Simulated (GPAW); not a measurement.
## 1T-SiO2 monolayer: work function by functional and basis

Wanted: work functions and dipole of 1T-SiO2 monolayer, with the cost of each level. Where a layer proves gapped, the work function hangs on where the smearing puts the Fermi level, and the band edges take its place.

Method: GPAW, PAW setups; layer in a repeated cell with vacuum, relaxation of atoms and in-plane cell, in the first sound run; inputs show where later runs differ, in GPAW 26.7.0.

## Step 1: The structure

The cell holds 3 atoms: 2 O and 1 Si. Cell: a = 2.422 Å, b = 2.422 Å, c = 19.859 Å, α = 90.0°, β = 90.0°, γ = 120.0°. Vacuum lies along c.

## Step 2: Relaxation

The atoms are relaxed first, since the surface dipole, and with it the work function, follows the positions of the outer layers.

The input, run.py:

```python
import json
import numpy as np
from ase import Atoms
from ase.filters import FrechetCellFilter
from ase.optimize import BFGS
from gpaw import GPAW, PW

slab = Atoms(
    ['O', 'Si', 'O'],
    positions=[
        [1.21090, 0.69911, 9.00000],
        [0.00000, 0.00000, 9.92952],
        [-0.00000, 1.39823, 10.85904]],
    cell=[[2.4218, 0.0, 0.0], [-1.2109, 2.09734, 0.0], [0.0, 0.0, 19.859]],
    pbc=[True, True, True])

slab.calc = GPAW(mode=PW(600), xc='PBE', kpts={'size': (15, 15, 1), 'gamma': True},
                 occupations={'name': 'fermi-dirac', 'width': 0.05}, nbands='200%',
                 convergence={'density': 1e-05}, maxiter=200,
                 symmetry={'tolerance': 1e-3}, txt='slab.txt')
result = {}
# The in-plane cell is free; stress needs a cell that repeats along all three vectors
path = []
opt = BFGS(FrechetCellFilter(slab, mask=[1, 1, 0, 0, 0, 1]), maxstep=0.2)
opt.attach(lambda: path.append((slab.get_potential_energy(), slab.positions.tolist(), slab.get_forces().tolist())))
result['relaxed'] = bool(opt.run(fmax=0.02, steps=45))
result['path'] = path
result['cell'] = slab.cell.tolist()
print('in-plane lattice', slab.cell.cellpar().round(4)[[0, 1, 5]])
energy = slab.get_potential_energy()
fermi = slab.calc.get_fermi_level()
v = slab.calc.get_electrostatic_potential().mean((0, 1)) - fermi
n = slab.calc.get_pseudo_density().mean((0, 1))
L = slab.cell[2, 2]
z = np.arange(len(v)) * L / len(v)
low, high = slab.positions[:, 2].min(), slab.positions[:, 2].max()
below, above = np.interp([low - 6.8, high + 6.8], z, v)
slopes = [np.interp(x, z, np.gradient(v, z)) for x in (low - 6.8, high + 6.8)]
eps = np.array([[slab.calc.get_eigenvalues(k, s) for k in range(len(slab.calc.get_ibz_k_points()))]
                for s in range(slab.calc.get_number_of_spins())]) - fermi
top, bottom = eps[eps < 0].max(), eps[eps > 0].min()
dipole = slab.get_dipole_moment()[2]
print(f'energy {energy:.4f} eV, Fermi level {fermi:.4f} eV, dipole {dipole:.5f} e A')
print(f'potential 6.8 A off the faces, from the Fermi level: lower {below:.4f} eV, upper {above:.4f} eV')
print(f'slope of the potential there: lower {slopes[0]:.5f}, upper {slopes[1]:.5f} eV/A')
print(f'nearest levels on the mesh: {top:.4f} and {bottom:.4f} eV')
print('magnetic moment', round(slab.get_magnetic_moment(), 3))
result.update(energy=energy, fermi=fermi, dipole=dipole, below=below, above=above, slopes=slopes, edges=[top, bottom],
              z=z.tolist(), v=v.tolist(), n=n.tolist(), positions=slab.positions.tolist(),
              forces=slab.get_forces(apply_constraint=False).tolist(), moments=slab.get_magnetic_moments().tolist())
json.dump(result, open('result.json', 'w'))
```

The run is started by

```console
> OMP_NUM_THREADS=1 OPENBLAS_NUM_THREADS=1 python run.py
```

What it wrote:

```text
Step          Energy          fmax
BFGS:    0      -21.097643        5.448178
BFGS:    1      -21.981269        3.412766
BFGS:    2      -22.585749        1.297684
BFGS:    3      -22.772550        1.142790
BFGS:    4      -22.855332        0.776544
BFGS:    5      -22.885787        0.286855
BFGS:    6      -22.887418        0.046753
BFGS:    7      -22.885508        0.007235
in-plane lattice [  2.6833   2.6833 120.    ]
energy -22.8855 eV, Fermi level -2.6336 eV, dipole 0.00030 e A
potential 6.8 A off the faces, from the Fermi level: lower 5.6968 eV, upper 5.6948 eV
slope of the potential there: lower -0.00006, upper 0.00096 eV/A
nearest levels on the mesh: -3.3587 and 3.3998 eV
magnetic moment 0.0
```

Wall time 2.9 min (1 thread of Arm Neoverse V1, shared host); peak memory 0.31 GiB.

Numbers from this step:

```
dipole along the normal                    : 3.01e-4 e·Å
levels nearest the Fermi level on the mesh : -3.359, 3.400 eV from the Fermi level
```

Table of electrostatic potential energy of an electron (without an applied field's), less the Fermi level, planar mean by z:

z (Å), electrostatic potential energy of an electron (without an applied field's), less the Fermi level, planar mean (eV) and a bar from the least value:
```
        0        5.7 ##############################
        1        5.7 ##############################
        2        5.7 ##############################
        3        5.7 ##############################
        4        5.7 ##############################
        5        5.7 ##############################
        6        5.7 ##############################
        7        5.7 ##############################
        8        4.9 #############################
        9      -16.8 #######
       10      -23.0 
       11      -12.6 ###########
       12        5.2 ##############################
       13        5.7 ##############################
       14        5.7 ##############################
       15        5.7 ##############################
       16        5.7 ##############################
       17        5.7 ##############################
       18        5.7 ##############################
       19        5.7 ##############################
```

Pseudo valence density, planar mean against z:

| z (Å) | pseudo valence density, planar mean (e/Å³) |
| --- | --- |
| 6.0 | 4.0e-5 |
| 6.5 | 2.4e-4 |
| 7.0 | 0.00147 |
| 7.5 | 0.00956 |
| 8.0 | 0.0672 |
| 8.5 | 0.458 |
| 9.0 | 1.19 |
| 9.5 | 0.707 |
| 10.0 | 0.389 |
| 10.5 | 0.907 |
| 11.0 | 1.08 |
| 11.5 | 0.276 |
| 12.0 | 0.0386 |
| 12.5 | 0.00562 |
| 13.0 | 8.8e-4 |
| 13.5 | 1.4e-4 |
| 14.0 | 2.4e-5 |

The relaxation lowered the energy of the cell by 1.79 eV (energies extrapolated to zero smearing; the optimiser's log prints free energies). The largest force left on a free atom is 0.0024 eV/Å.

## Step 3: The slab's potential

The work function is the vacuum plateau of the electrostatic potential less the Fermi level; a dipole layer lets the two faces have plateaus of their own.

This step: GPAW, PAW setups; slab in vacuum (GPAW 26.7.0).

Edit run.py of step 2 so:

```diff
@@ -3,4 +3,2 @@
 from ase import Atoms
-from ase.filters import FrechetCellFilter
-from ase.optimize import BFGS
 from gpaw import GPAW, PW
@@ -10,21 +8,14 @@
     positions=[
-        [1.21090, 0.69911, 9.00000],
-        [0.00000, 0.00000, 9.92952],
-        [-0.00000, 1.39823, 10.85904]],
-    cell=[[2.4218, 0.0, 0.0], [-1.2109, 2.09734, 0.0], [0.0, 0.0, 19.859]],
-    pbc=[True, True, True])
+        [1.34163, 0.77459, 9.00000],
+        [0.00000, 0.00000, 9.92810],
+        [0.00000, 1.54918, 10.85619]],
+    cell=[[2.68325, -0.0, 0.0], [-1.34163, 2.32377, 0.0], [0.0, 0.0, 19.8562]],
+    pbc=[True, True, False])
 
-slab.calc = GPAW(mode=PW(600), xc='PBE', kpts={'size': (15, 15, 1), 'gamma': True},
+slab.calc = GPAW(mode=PW(500), xc='PBE', kpts={'size': (15, 15, 1), 'gamma': True},
                  occupations={'name': 'fermi-dirac', 'width': 0.05}, nbands='200%',
                  convergence={'density': 1e-05}, maxiter=200,
+                 poissonsolver={'dipolelayer': 'xy'},
                  symmetry={'tolerance': 1e-3}, txt='slab.txt')
 result = {}
-# The in-plane cell is free; stress needs a cell that repeats along all three vectors
-path = []
-opt = BFGS(FrechetCellFilter(slab, mask=[1, 1, 0, 0, 0, 1]), maxstep=0.2)
-opt.attach(lambda: path.append((slab.get_potential_energy(), slab.positions.tolist(), slab.get_forces().tolist())))
-result['relaxed'] = bool(opt.run(fmax=0.02, steps=45))
-result['path'] = path
-result['cell'] = slab.cell.tolist()
-print('in-plane lattice', slab.cell.cellpar().round(4)[[0, 1, 5]])
 energy = slab.get_potential_energy()
```

What it wrote:

```text
energy -22.1964 eV, Fermi level -4.2528 eV, dipole -0.00007 e A
potential 6.8 A off the faces, from the Fermi level: lower 7.3175 eV, upper 7.3192 eV
slope of the potential there: lower -0.00073, upper 0.00073 eV/A
nearest levels on the mesh: -1.7375 and 4.9925 eV
magnetic moment 0.0
```

The job ended after 19 s (1 thread; peak memory 0.18 GiB).

This step gave:

* dipole along the normal: -6.84e-5 e·Å
* levels nearest the Fermi level on the mesh: -1.737, 4.992 eV from the Fermi level
* upper work function: 7.319 eV
* lower work function: 7.318 eV
* upper ionisation energy: 9.057 eV

Electrostatic potential energy of an electron (without an applied field's), less the Fermi level, planar mean against z:

```
z (Å)  electrostatic potential energy of an electron (without an applied field's), less the Fermi level, planar mean (eV)
  0.0                                                                                                                7.32
  0.5                                                                                                                7.32
  1.0                                                                                                                7.32
  1.5                                                                                                                7.32
  2.0                                                                                                                7.32
  2.5                                                                                                                7.32
  3.0                                                                                                                7.32
  3.5                                                                                                                7.32
  4.0                                                                                                                7.32
  4.5                                                                                                                7.32
  5.0                                                                                                                7.31
  5.5                                                                                                                7.31
  6.0                                                                                                                7.31
  6.5                                                                                                                7.31
  7.0                                                                                                                7.29
  7.5                                                                                                                7.19
  8.0                                                                                                                6.51
  8.5                                                                                                                1.84
  9.0                                                                                                               -15.2
  9.5                                                                                                               -14.6
 10.0                                                                                                               -21.3
 10.5                                                                                                               -13.3
 11.0                                                                                                               -10.9
 11.5                                                                                                                4.15
 12.0                                                                                                                6.85
 12.5                                                                                                                7.24
 13.0                                                                                                                7.30
 13.5                                                                                                                7.31
 14.0                                                                                                                7.31
 14.5                                                                                                                7.32
 15.0                                                                                                                7.32
 15.5                                                                                                                7.32
 16.0                                                                                                                7.32
 16.5                                                                                                                7.32
 17.0                                                                                                                7.32
 17.5                                                                                                                7.32
 18.0                                                                                                                7.32
 18.5                                                                                                                7.32
 19.0                                                                                                                7.32
 19.5                                                                                                                7.32
```

Pseudo valence density, planar mean against z:

| z (Å) | pseudo valence density, planar mean (e/Å³) |
| --- | --- |
| 6 | 4.4e-5 |
| 7 | 0.00146 |
| 8 | 0.0687 |
| 9 | 1.18 |
| 10 | 0.385 |
| 11 | 1.08 |
| 12 | 0.0388 |
| 13 | 8.8e-4 |
| 14 | 2.6e-5 |

The layer is gapped, so the Fermi level lies somewhere inside the gap, set by smearing and numerics, and these work functions are no property of the material; the band edges below the vacuum level are. The potential is flat to 7.3e-4 eV/Å where it is read, so the vacuum is wide enough.

## Step 4: Self-consistent run: xc = "revPBE"

The same geometry under revPBE, to see how far the functional moves the levels against the vacuum.

Edit run.py of step 3 so:

```diff
@@ -14,3 +14,3 @@
 
-slab.calc = GPAW(mode=PW(500), xc='PBE', kpts={'size': (15, 15, 1), 'gamma': True},
+slab.calc = GPAW(mode=PW(500), xc='revPBE', kpts={'size': (15, 15, 1), 'gamma': True},
                  occupations={'name': 'fermi-dirac', 'width': 0.05}, nbands='200%',
```

What it wrote:

```text
energy -21.2237 eV, Fermi level -4.1364 eV, dipole -0.00007 e A
potential 6.8 A off the faces, from the Fermi level: lower 7.1940 eV, upper 7.1957 eV
slope of the potential there: lower -0.00073, upper 0.00073 eV/A
nearest levels on the mesh: -1.7314 and 5.0523 eV
magnetic moment 0.0
```

The job ended after 19 s (1 thread; peak memory 0.18 GiB).

Numbers from this step:

* dipole along the normal: -6.83e-5 e·Å
* levels nearest the Fermi level on the mesh: -1.731, 5.052 eV from the Fermi level
* upper work function: 7.196 eV
* lower work function: 7.194 eV
* upper ionisation energy: 8.927 eV

Table of electrostatic potential energy of an electron (without an applied field's), less the Fermi level, planar mean by z:

| z (Å) | electrostatic potential energy of an electron (without an applied field's), less the Fermi level, planar mean (eV) |
| --- | --- |
| 0.0 | 7.20 |
| 0.5 | 7.19 |
| 1.0 | 7.19 |
| 1.5 | 7.19 |
| 2.0 | 7.19 |
| 2.5 | 7.19 |
| 3.0 | 7.19 |
| 3.5 | 7.19 |
| 4.0 | 7.19 |
| 4.5 | 7.19 |
| 5.0 | 7.19 |
| 5.5 | 7.19 |
| 6.0 | 7.19 |
| 6.5 | 7.18 |
| 7.0 | 7.17 |
| 7.5 | 7.06 |
| 8.0 | 6.40 |
| 8.5 | 1.76 |
| 9.0 | -15.3 |
| 9.5 | -14.7 |
| 10.0 | -21.4 |
| 10.5 | -13.4 |
| 11.0 | -11.0 |
| 11.5 | 4.06 |
| 12.0 | 6.73 |
| 12.5 | 7.11 |
| 13.0 | 7.18 |
| 13.5 | 7.19 |
| 14.0 | 7.19 |
| 14.5 | 7.19 |
| 15.0 | 7.19 |
| 15.5 | 7.19 |
| 16.0 | 7.19 |
| 16.5 | 7.19 |
| 17.0 | 7.20 |
| 17.5 | 7.20 |
| 18.0 | 7.20 |
| 18.5 | 7.20 |
| 19.0 | 7.20 |
| 19.5 | 7.20 |

The pseudo valence density, planar mean by z:

| z (Å) | pseudo valence density, planar mean (e/Å³) |
| --- | --- |
| 0.00 | 0 |
| 0.57 | 0 |
| 1.13 | 0 |
| 1.51 | 0 |
| 2.08 | 0 |
| 2.65 | 0 |
| 3.21 | 0 |
| 3.78 | 0 |
| 4.16 | 1.4e-6 |
| 4.73 | 1.9e-6 |
| 5.29 | 5.5e-6 |
| 5.86 | 2.8e-5 |
| 6.43 | 1.9e-4 |
| 7.00 | 0.00143 |
| 7.38 | 0.00559 |
| 7.94 | 0.0506 |
| 8.51 | 0.466 |
| 9.08 | 1.22 |
| 9.64 | 0.519 |
| 10.02 | 0.384 |
| 10.59 | 1.04 |
| 11.16 | 0.823 |
| 11.72 | 0.109 |
| 12.29 | 0.0117 |
| 12.67 | 0.00279 |
| 13.24 | 3.6e-4 |
| 13.80 | 5.2e-5 |
| 14.37 | 9.1e-6 |
| 14.94 | 2.8e-6 |
| 15.51 | 1.5e-6 |
| 15.88 | 1.2e-6 |
| 16.45 | 0 |
| 17.02 | 0 |
| 17.59 | 0 |
| 18.15 | 0 |
| 18.53 | 0 |
| 19.10 | 0 |
| 19.67 | 0 |

Force by atom:

```csv
atom,x (eV/Å),y (eV/Å),z (eV/Å),size
O1,0.000,0.000,-0.193,0.193
Si2,0.000,0.000,0.000,0.000
O3,0.000,0.000,0.193,0.193
```

The highest filled level lies 1.73 eV under the Fermi level, so the ionisation energy from the upper face is 7.196 + 1.73 = 8.927 eV, against 9.057 eV in the base run.

## Step 5: OptPBE vdW: xc = "optPBE-vdW"

The same geometry under optPBE-vdW, to see how far the functional moves the levels against the vacuum (the van der Waals functionals take revPBE setups).

Edit run.py of step 4 so:

```diff
@@ -14,3 +14,3 @@
 
-slab.calc = GPAW(mode=PW(500), xc='revPBE', kpts={'size': (15, 15, 1), 'gamma': True},
+slab.calc = GPAW(mode=PW(500), xc='optPBE-vdW', kpts={'size': (15, 15, 1), 'gamma': True},
                  occupations={'name': 'fermi-dirac', 'width': 0.05}, nbands='200%',
```

What it wrote:

```text
energy -31.9739 eV, Fermi level -4.4036 eV, dipole -0.00007 e A
potential 6.8 A off the faces, from the Fermi level: lower 7.5046 eV, upper 7.5062 eV
slope of the potential there: lower -0.00074, upper 0.00074 eV/A
nearest levels on the mesh: -1.8441 and 4.9247 eV
magnetic moment 0.0
```

It took 26 s on 1 thread; peak memory 0.3 GiB.

This step gave:

| Property | Result |
| --- | --- |
| dipole along the normal | -6.82e-5 e·Å |
| levels nearest the Fermi level on the mesh | -1.844, 4.925 eV from the Fermi level |
| upper work function | 7.506 eV |
| lower work function | 7.505 eV |
| upper ionisation energy | 9.350 eV |

The highest filled level lies 1.84 eV under the Fermi level, so the ionisation energy from the upper face is 7.506 + 1.84 = 9.350 eV, against 9.057 eV in the base run.

## Step 6: Self-consistent run: xc = "RPBE"

The same geometry under RPBE, to see how far the functional moves the levels against the vacuum.

Edit run.py of step 5 so:

```diff
@@ -14,3 +14,3 @@
 
-slab.calc = GPAW(mode=PW(500), xc='optPBE-vdW', kpts={'size': (15, 15, 1), 'gamma': True},
+slab.calc = GPAW(mode=PW(500), xc='RPBE', kpts={'size': (15, 15, 1), 'gamma': True},
                  occupations={'name': 'fermi-dirac', 'width': 0.05}, nbands='200%',
```

What it wrote:

```text
energy -21.0777 eV, Fermi level -4.1618 eV, dipole -0.00007 e A
potential 6.8 A off the faces, from the Fermi level: lower 7.2244 eV, upper 7.2260 eV
slope of the potential there: lower -0.00073, upper 0.00073 eV/A
nearest levels on the mesh: -1.6988 and 5.0677 eV
magnetic moment 0.0
```

It took 19 s on 1 thread; peak memory 0.19 GiB.

This step gave:

```
dipole along the normal                    : -6.83e-5 e·Å
levels nearest the Fermi level on the mesh : -1.699, 5.068 eV from the Fermi level
upper work function                        : 7.226 eV
lower work function                        : 7.224 eV
upper ionisation energy                    : 8.925 eV
```

The highest filled level lies 1.70 eV under the Fermi level, so the ionisation energy from the upper face is 7.226 + 1.70 = 8.925 eV, against 9.057 eV in the base run.

## Step 7: Self-consistent run: xc = "LDA"

The same geometry under LDA, to see how far the functional moves the levels against the vacuum.

Edit run.py of step 6 so:

```diff
@@ -14,3 +14,3 @@
 
-slab.calc = GPAW(mode=PW(500), xc='RPBE', kpts={'size': (15, 15, 1), 'gamma': True},
+slab.calc = GPAW(mode=PW(500), xc='LDA', kpts={'size': (15, 15, 1), 'gamma': True},
                  occupations={'name': 'fermi-dirac', 'width': 0.05}, nbands='200%',
```

What it wrote:

```text
energy -24.6992 eV, Fermi level -4.5100 eV, dipole -0.00007 e A
potential 6.8 A off the faces, from the Fermi level: lower 7.5835 eV, upper 7.5852 eV
slope of the potential there: lower -0.00074, upper 0.00074 eV/A
nearest levels on the mesh: -1.8061 and 4.8990 eV
magnetic moment 0.0
```

Elapsed: 17 s, on 1 thread; peak memory 0.18 GiB.

Numbers from this step:

```yaml
dipole_along_the_normal: -6.84e-5 e·Å
levels_nearest_the_fermi_level_on_the_mesh: -1.806, 4.899 eV from the Fermi level
upper_work_function: 7.585 eV
lower_work_function: 7.584 eV
upper_ionisation_energy: 9.391 eV
```

The highest filled level lies 1.81 eV under the Fermi level, so the ionisation energy from the upper face is 7.585 + 1.81 = 9.391 eV, against 9.057 eV in the base run.

(Part 1 of 2 ends here.)

[Logs are printed without paths, hosts, clocks, repeated set-up lines and the standing remarks that a program may print on its own settings, such as how far it seeks lower states.]

[Hosts, paths, dates, database ids (printed as entryN), source tags and the programs' standing remarks are cut or masked in the printed files.]
